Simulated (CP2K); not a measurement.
Two runs for the F K edge of 2-trifluoromethylthiophene. Run A: CP2K XAS_TDP, all-electron GAPW, PBEh(45%), aug-cc-pVDZ, TDA, no relativity. Run B differs in one setting.

First lines with a strength over 0.0015. A:

| atom | energy (eV) | states | strength, one atom |
| --- | --- | --- | --- |
| F1 (bonded to C), 2 alike | 683.18 | 1 | 0.0215 |
|  | 684.95 | 1 | 0.0119 |
|  | 685.42 | 1 | 0.0069 |
|  | 685.70 | 1 | 0.0019 |
|  | 686.05 | 1 | 0.0070 |

B:

| atom | energy (eV) | states | strength, one atom |
| --- | --- | --- | --- |
| F1 (bonded to C), 2 alike | 689.55 | 1 | 0.0213 |
|  | 691.32 | 1 | 0.0118 |
|  | 691.80 | 1 | 0.0068 |
|  | 692.07 | 1 | 0.0019 |
|  | 692.42 | 1 | 0.0070 |

Which was it: scalar relativity switched on, the functional, GW2X switched on, the basis?

GW2X switched on. GW2X shifts an atom's lines together and keeps their spacings. Against PBEh(45%) in aug-cc-pVDZ, the leading line moves by +6.37 eV, to 689.55 eV.

[Hosts, paths, dates, database ids (printed as entryN), source tags and the programs' standing remarks are cut or masked in the printed files.]
